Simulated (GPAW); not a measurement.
## How BN (Qingsongite) absorbs and reflects light

Wanted: where BN (Qingsongite) starts to absorb, how strongly, and its refractive index.

Program: GPAW 26.7.0. Level of theory: DFT, LDA, plane-wave PAW (GPAW data sets), scalar-relativistic, RPA, optical limit. Results are calculated unless marked as measured.

**1. The structure**

The structure is cubic, space group F-43m (No. 216). Conventional cell: a = 3.615 Å, b = 3.615 Å, c = 3.615 Å, α = 90.00°, β = 90.00°, γ = 90.00°. N has 4 B at 1.57 Å nearest. Nearest to B lie 4 N at 1.57 Å. Farther neighbours and most contacts between anions are not listed.

Structure file:

```cif
data_structure
_symmetry_space_group_name_H-M 'F-43m'
_symmetry_Int_Tables_number 216
_cell_length_a 3.6150
_cell_length_b 3.6150
_cell_length_c 3.6150
_cell_angle_alpha 90.000
_cell_angle_beta 90.000
_cell_angle_gamma 90.000
_cell_volume 47.24
loop_
_atom_site_label
_atom_site_type_symbol
_atom_site_symmetry_multiplicity
_atom_site_Wyckoff_symbol
_atom_site_fract_x
_atom_site_fract_y
_atom_site_fract_z
_atom_site_occupancy
N1 N 4 c 0.25000 0.25000 0.25000 1
B1 B 4 a 0.00000 0.00000 0.00000 1
```

**2. Ground state**

The self-consistent density comes first; it also tells whether there is a gap, which decides the occupations and the need for a Drude term.

This step: DFT, LDA, plane-wave PAW (GPAW data sets), scalar-relativistic, ground state (GPAW 26.7.0).

gs.py

```python
from ase import Atoms
from ase.dft.bandgap import bandgap
from gpaw import GPAW, PW, FermiDirac

atoms = Atoms(['N', 'B'],
              cell=[[0.000000000000, 1.807500000000, 1.807500000000],
                    [1.807500000000, 0.000000000000, 1.807500000000],
                    [1.807500000000, 1.807500000000, 0.000000000000]],
              scaled_positions=[[0.750000000000, 0.750000000000, 0.750000000000],
                                [0.000000000000, 0.000000000000, 0.000000000000]],
              pbc=[True, True, True])
atoms.calc = GPAW(mode=PW(500), xc='LDA', kpts={'size': (11, 11, 11), 'gamma': True},
                  occupations=FermiDirac(0.05), maxiter=150, txt='gs.txt')
print('energy (eV)', atoms.get_potential_energy())
print('Fermi level (eV)', atoms.calc.get_fermi_level())
print('valence electrons', atoms.calc.get_number_of_electrons())
print('gap (eV)', bandgap(atoms.calc, output=None)[0])
print('direct gap (eV)', bandgap(atoms.calc, direct=True, output=None)[0])
atoms.calc.write('gs.gpw')
```

Run with:

```sh
OMP_NUM_THREADS=1 python gs.py
```

Numbers of over 12 decimals in the logs are rounded to 6 here.

The log of the run:

```text
__  _  _
 | _ |_)|_||  |
 |__||  | ||/\| - 26.7.0

Versions:
  Python: 3.12.14
  ASE:    3.29.0
  Numpy:  2.5.5
  Scipy:  1.18.1
  Libxc:  7.0.0

Input parameters:
  mode=PW(ecut=500.0),
  kpts=MonkhorstPack(size=(11, 11, 11), gamma=True),
  maxiter=150,
  occupations=Occupations(name='fermi-dirac', width=0.05, fixmagmom=False),
  xc=XC(name='LDA')

Diagonalizing LCAO Hamiltonian
Converting LCAO to pw mode

               N

       B

Atoms  # Å, Bohr magnetons
|   | symbol |        x |        y |        z |    initial magnetic moments |
| 0 |      N | 2.711250 | 2.711250 | 2.711250 | ( 0.0000,  0.0000,  0.0000) |
| 1 |      B | 0.000000 | 0.000000 | 0.000000 | ( 0.0000,  0.0000,  0.0000) |

Unit cell  # Å
| periodic |        x |        y |        z |  lengths |    angles |
|      yes | 0.000000 | 1.807500 | 1.807500 | 2.556191 | 60.000000 |
|      yes | 1.807500 | 0.000000 | 1.807500 | 2.556191 | 60.000000 |
|      yes | 1.807500 | 1.807500 | 0.000000 | 2.556191 | 60.000000 |

Number of symmetries: 24
Symmetry operations  # r_c * U_cc + t_c -> r_c
|    | kind |            matrix            |
|  0 |  E   |  1, 0, 0,  0, 1, 0,  0, 0, 1 |
|  1 |  σ   |  1, 0, 0,  0, 0, 1,  0, 1, 0 |
|  2 |  σ   |  1, 0,-1,  0, 1,-1,  0, 0,-1 |
|  3 |  C3  |  1, 0,-1,  0, 0,-1,  0, 1,-1 |
|  4 |  C3  |  1,-1, 0,  0,-1, 1,  0,-1, 0 |
|  5 |  σ   |  1,-1, 0,  0,-1, 0,  0,-1, 1 |
|  6 |  σ   |  0, 1, 0,  1, 0, 0,  0, 0, 1 |
|  7 |  C3  |  0, 1, 0,  0, 0, 1,  1, 0, 0 |
|  8 |  C2  |  0, 1,-1,  1, 0,-1,  0, 0,-1 |
|  9 |  S4  |  0, 1,-1,  0, 0,-1,  1, 0,-1 |
| 10 |  C3  |  0, 0, 1,  1, 0, 0,  0, 1, 0 |
| 11 |  σ   |  0, 0, 1,  0, 1, 0,  1, 0, 0 |
| 12 |  S4  |  0, 0,-1,  1, 0,-1,  0, 1,-1 |
| 13 |  C3  |  0, 0,-1,  0, 1,-1,  1, 0,-1 |
| 14 |  S4  |  0,-1, 1,  1,-1, 0,  0,-1, 0 |
| 15 |  C2  |  0,-1, 1,  0,-1, 0,  1,-1, 0 |
| 16 |  C3  |  0,-1, 0,  1,-1, 0,  0,-1, 1 |
| 17 |  S4  |  0,-1, 0,  0,-1, 1,  1,-1, 0 |
| 18 |  S4  | -1, 1, 0, -1, 0, 1, -1, 0, 0 |
| 19 |  C3  | -1, 1, 0, -1, 0, 0, -1, 0, 1 |
| 20 |  C3  | -1, 0, 1, -1, 1, 0, -1, 0, 0 |
| 21 |  S4  | -1, 0, 1, -1, 0, 0, -1, 1, 0 |
| 22 |  σ   | -1, 0, 0, -1, 1, 0, -1, 0, 1 |
| 23 |  C2  | -1, 0, 0, -1, 0, 1, -1, 1, 0 |

BZ-sampling:
  Number of BZ points: 1331
  Number of IBZ points: 56

  Monkhorst-Pack size: [11, 11, 11]
  Monkhorst-Pack shift: [0, 0, 0]

K-points  # in reciprocal-cell coordinates
|     |                                coordinates |     weight |
|   0 | (  0.00000000,   0.00000000,   0.00000000) | 0.00075131 |
|   1 | (  0.09090909,   0.09090909,   0.00000000) | 0.00450789 |
|   2 | (  0.09090909,   0.09090909,   0.09090909) | 0.00601052 |
|   3 | (  0.18181818,   0.09090909,   0.09090909) | 0.00901578 |
|   4 | (  0.18181818,   0.18181818,   0.00000000) | 0.00450789 |
|   5 | (  0.18181818,   0.18181818,   0.09090909) | 0.01803156 |
|   6 | (  0.18181818,   0.18181818,   0.18181818) | 0.00601052 |
|   7 | (  0.27272727,   0.18181818,   0.09090909) | 0.01803156 |
|   8 | (  0.27272727,   0.18181818,   0.18181818) | 0.01803156 |
|   9 | (  0.27272727,   0.27272727,   0.00000000) | 0.00450789 |
| ... |                                            |            |
|  55 | (  0.45454545,   0.45454545,   0.45454545) | 0.00601052 |

Plane wave coefficients: 310
Cutoff: 500.0 eV

Spin-components: 1 (collinear spins)
Bands:           8
Projectors:      10
Spin-degeneracy: 2
Datatype:        complex128

Parallelization:
  kpt:    1
  domain: 1
  band:   1

Density:
  Valence electrons: 8.0
  Components: 1
  Grid points: [14 14 14]
  Charge: 0.0  # |e|

Potential:
  Grid points: [14 14 14]

species:
  N:
    name:    Nitrogen
    id:
    Z:       7.0
    valence: 5
    core:    2
    charge:  0.0  # [|e|]
    compensation charges:
      type: gauss
      rc: 0.18  # [Å]
      lmax: 2
    cutoffs:
      filter: 1.11  # [Å]
      core: 0.96  # [Å]
    projectors
    | kind |    occ | energy [eV] | rcut [Å] |
    |   2s |  2.000 |     -18.420 |    0.603 |
    |   2p |  3.000 |      -7.237 |    0.529 |
    |    s |        |       8.791 |    0.603 |
    |    p |        |      19.974 |    0.529 |
    |    d |        |       0.000 |    0.577 |

    Using partial waves for N as LCAO basis

  B:
    name:    Boron
    id:
    Z:       5.0
    valence: 3
    core:    2
    charge:  0.0  # [|e|]
    compensation charges:
      type: gauss
      rc: 0.20  # [Å]
      lmax: 2
    cutoffs:
      filter: 1.14  # [Å]
      core: 1.42  # [Å]
    projectors
    | kind |    occ | energy [eV] | rcut [Å] |
    |   2s |  2.000 |      -9.383 |    0.635 |
    |   2p |  1.000 |      -3.714 |    0.635 |
    |    s |        |      17.828 |    0.635 |
    |    p |        |      23.498 |    0.635 |
    |    d |        |       0.000 |    0.635 |

    Using partial waves for B as LCAO basis

Reference energy: -2133.488728  # eV

eigensolver:
  PPCG
  Converge bands: occupied
  niter=2

density mixing:
  MSR1-Mixer
  Pratt-step length: 0.05
  Maximum mixing coefficient: 0.75
  Old densities: 10
  SVD Regularization: 0.005
  Good broyden scale: 1.0
  Trust region scale: 1.0
  Backstep threshold: 4.0
  History deletion threshold: 6.0
  Fourier metric: weight=20.0, sigma=0.015

occupation numbers:
  Fermi-Dirac:
    width: 0.0500  # eV

poisson solver:
  ecut: 4000.0  # eV

xc functional:
  name: None

convergence criteria:
- Maximum [total energy] change in last 3 cyles: 0.0005 eV / valence electron
- Maximum integral of absolute [dens]ity change: 0.0001 electrons / valence electron
- Maximum integral of absolute [eigenst]ate change: 4e-08 eV^2 / valence electron
maximum number of iterations: 150

SCF iterations
|iter     |      energy | eigst |  dens |
|iter:   1||  -19.686804 | +0.09 |       |
|iter:   2||  -19.527211 | -1.94 | -0.75 |
|iter:   3||  -18.849136 | -1.07 | -0.79 |
|iter:   4||  -18.829778 | -2.79 | -1.41 |
|iter:   5||  -18.827671 | -3.33 | -1.88 |
|iter:   6||  -18.827654c| -5.20 | -2.61 |
|iter:   7||  -18.827654c| -6.97 | -3.70 |
|iter:   8||  -18.827654c| -7.62c| -4.34c|

Converged in 8 steps
SCF loop duration: 2.703 s (0.338 s/step)
Energy contributions relative to reference atoms: (reference = -2133.488728)

Energy contributions:
  Kinetic:          13.130950
  Coulomb:         -11.786852
  Zero:             -0.064845
  External:          0.000000
  Xc:              -20.106906
  Entropy:          -0.000000
  Spinorbit:         0.000000
  ----------------------------
  Free energy:     -18.827654
  Extrapolated:    -18.827654

dipole moment: (-3.785329, -3.785329, -3.785329)  # |e|*Ang

Fermi level: 12.082
Eigenvalues  # (at kpt = [0.000, 0.000, 0.000])
| band index |      eig [eV] | occ [0-2] |
|          0 |       -10.288 |     2.000 |
|          1 |         9.887 |     2.000 |
|          2 |         9.887 |     2.000 |
|          3 |         9.887 |     2.000 |
|          4 |        18.544 |     0.000 |
|          5 |        18.544 |     0.000 |
|          6 |        18.544 |     0.000 |
|          7 |        20.192 |     0.000 |

Gap: 4.390 eV
Transition (v -> c):
  (s=0, k=0, n=3, [0.00, 0.00, 0.00]) -> (s=0, k=50, n=4, [0.45, 0.45, 0.00])
Direct/indirect transitions are different
Direct gap: 8.657 eV
Transition at: (s=0, k=0, n=3, [0.00, 0.00, 0.00])

--- standard output ---
energy (eV) -18.827654
Fermi level (eV) 12.082193
valence electrons 8.0
gap (eV) 4.389874
direct gap (eV) 8.656956
```

Elapsed: 4.4 s, on 1 thread of Arm Neoverse V1, shared host; peak memory 0.12 GiB.

Numbers from this step:

| Item | Value |
| --- | --- |
| energy | -18.83 eV |
| Fermi energy | 12.08 eV |
| gap on the k-mesh | 4.390 eV |
| direct gap on the mesh | 8.657 eV |
| electrons | 8 |

There is a gap, 4.39 eV on this mesh (points off the mesh can give less), so no carriers' term is needed.

**3. Bands for the response**

At the fixed density, many empty bands are solved on the mesh of the response, since the spectrum sums over them.

This step: DFT, LDA, plane-wave PAW (GPAW data sets), scalar-relativistic, bands at fixed density (GPAW 26.7.0).

nscf.py

```python
from ase.dft.bandgap import bandgap
from gpaw import GPAW, FermiDirac

calc = GPAW('gs.gpw').fixed_density(kpts={'size': (16, 16, 16), 'gamma': True}, nbands=19, convergence={'bands': 13},
                                    occupations=FermiDirac(0.001), txt='nscf.txt')
print('gap (eV)', bandgap(calc, output=None)[0])
print('direct gap (eV)', bandgap(calc, direct=True, output=None)[0])
print('top band over the Fermi level (eV)', min(calc.get_eigenvalues(kpt=k)[12] for k in range(len(calc.get_ibz_k_points()))) - calc.get_fermi_level())
calc.write('full.gpw', mode='all')
```

Run with:

```sh
OMP_NUM_THREADS=1 python nscf.py
```

The log of the run:

```text
Diagonalizing LCAO Hamiltonian
Converting LCAO to pw mode
convergence criteria:
- Maximum integral of absolute [eigenst]ate change: 4e-08 eV^2 / valence electron
maximum number of iterations: 150

SCF iterations
|iter     |      energy | eigst |  dens |
|iter:   1||             | +2.81 |       |
|iter:   2||             | +1.07 |       |
|iter:   3||             | -1.31 |       |
|iter:   4||             | -3.09 |       |
|iter:   5||             | -5.11 |       |
|iter:   6||             | -6.73 |       |
|iter:   7||             | -7.95c|       |
SCF steps: 7
  __  _  _
 | _ |_)|_||  |
 |__||  | ||/\| - 26.7.0

Versions:
  Python: 3.12.14
  ASE:    3.29.0
  Numpy:  2.5.5
  Scipy:  1.18.1
  Libxc:  7.0.0

Input parameters:
  mode=PW(ecut=500.0),
  convergence={'bands': 13},
  gpts=array([14, 14, 14]),
  kpts=MonkhorstPack(size=(16, 16, 16), gamma=True),
  maxiter=150,
  nbands=19,
  occupations=Occupations(name='fermi-dirac', width=0.001, fixmagmom=False),
  parallel={},
  xc=XC(name='LDA')

--- standard output ---
gap (eV) 4.285039
direct gap (eV) 8.656956
top band over the Fermi level (eV) 25.907553
```

Run time: 14 s. Hardware: 1 thread; peak memory 0.15 GiB.

Numbers from this step:

- gap on the k-mesh: 4.285 eV

**4. Dielectric function, RPA**

Local fields let the induced charge screen the field inside the cell, which as a rule lowers ε, most along directions where the density is uneven.

This step: DFT, LDA, plane-wave PAW (GPAW data sets), scalar-relativistic, RPA, optical limit (GPAW 26.7.0).

df.py

```python
from gpaw.response.df import DielectricFunction

df = DielectricFunction('full.gpw', frequencies={'type': 'nonlinear', 'domega0': 0.03, 'omega2': 8},
                        ecut=50,
                        eta=0.15,
                        nbands=13,
                        txt='df.txt')
for direction in ['x']:
    df.get_dielectric_function(xc='RPA', direction=direction, filename=f'df_{direction}.csv')
```

Run with:

```sh
OMP_NUM_THREADS=1 python df.py
```

The log of the run:

```text
Using integrator: PointIntegrator
NonLinearFrequencyDescriptor(from 0.000 to 63.145 eV, 494 points)
Nonperiodic BCs:  [False False False]
Using integrator: PointIntegrator
NonLinearFrequencyDescriptor(from 0.000 to 63.145 eV, 494 points)
Nonperiodic BCs:  [False False False]

Calculating chi0 body with:
    Ground state adapter containing:
    Number of spins: 1
    Number of kpoints: 4096
    Number of irreducible kpoints: 145
    Number of completely occupied states: 4
    Number of partially occupied states: 4

    Linear response parametrization:
    q_c: [0.0, 0.0, 0.0]
    Number of frequency points: 494
    Planewave cutoff: 50.0
    Number of bands: 13
    Number of planewaves: 15
    Broadening (eta): 0.15

Integrating chi0 body.

Symmetries of q_c:
    Direct symmetries (Uq -> q): 24
    Indirect symmetries (TUq -> q): 24
In total 48 allowed symmetries.

145 groups of equivalent kpoints. 96.4599609375% reduction.

Integral kind: spectral function

Calculating chi0 optical extensions with:
    Ground state adapter containing:
    Number of spins: 1
    Number of kpoints: 4096
    Number of irreducible kpoints: 145
    Number of completely occupied states: 4
    Number of partially occupied states: 4

    Linear response parametrization:
    Number of frequency points: 494
    Planewave cutoff: 50.0
    Number of bands: 13
    Number of planewaves: 15
    Broadening (eta): 0.15
Integrating chi0 head and wings.

Symmetries of q_c:
    Direct symmetries (Uq -> q): 24
    Indirect symmetries (TUq -> q): 24
In total 48 allowed symmetries.

145 groups of equivalent kpoints. 96.4599609375% reduction.

Integral kind: spectral function wings
```

Wall time 3.5 s (1 thread); peak memory 0.19 GiB.

This step gave:

| Quantity | Value |
| --- | --- |
| electronic dielectric constant ε∞, mean over x, y and z (by symmetry where fewer were run) | 4.577 |
| main peak of Im epsilon, first axis | 11.83 eV |

(Part 1 of 2 ends here.)

[Machine, clock and banner lines and Python warnings are left out of the logs.]

[Logs are printed without paths, hosts, clocks, repeated set-up lines and the standing remarks that a program may print on its own settings, such as how far it seeks lower states.]

[Hosts, paths, dates, database ids (printed as entryN), source tags and the programs' standing remarks are cut or masked in the printed files.]
